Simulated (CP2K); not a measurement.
Two runs for the C K edge of trichlorofluoromethane. Run A: CP2K XAS_TDP, all-electron GAPW, PBEh(45%), aug-pc-1, TDA, no relativity. Run B differs in one setting.

First lines with a strength over 0.0015. A:

| atom | energy (eV) | states | strength, one atom |
| --- | --- | --- | --- |
| C2 (bonded to 3 Cl and F) | 287.51 | 1 | 0.0418 |
|  | 287.65 | 2 | 0.1727 |
|  | 289.94 | 1 | 0.0371 |
|  | 294.35 | 2 | 0.0031 |
|  | 296.10 | 1 | 0.0103 |

B:

| atom | energy (eV) | states | strength, one atom |
| --- | --- | --- | --- |
| C2 (bonded to 3 Cl and F) | 292.16 | 1 | 0.0411 |
|  | 292.30 | 2 | 0.1699 |
|  | 294.59 | 1 | 0.0365 |
|  | 299.00 | 2 | 0.0030 |
|  | 300.74 | 1 | 0.0102 |

**Question.** Which was it: the functional, GW2X switched on, scalar relativity switched on, the basis?

GW2X switched on. GW2X shifts an atom's lines together and keeps their spacings. Against PBEh(45%) in aug-pc-1, the leading line moves by +4.65 eV, to 292.30 eV.

[Hosts, paths, dates, database ids (printed as entryN), source tags and the programs' standing remarks are cut or masked in the printed files.]
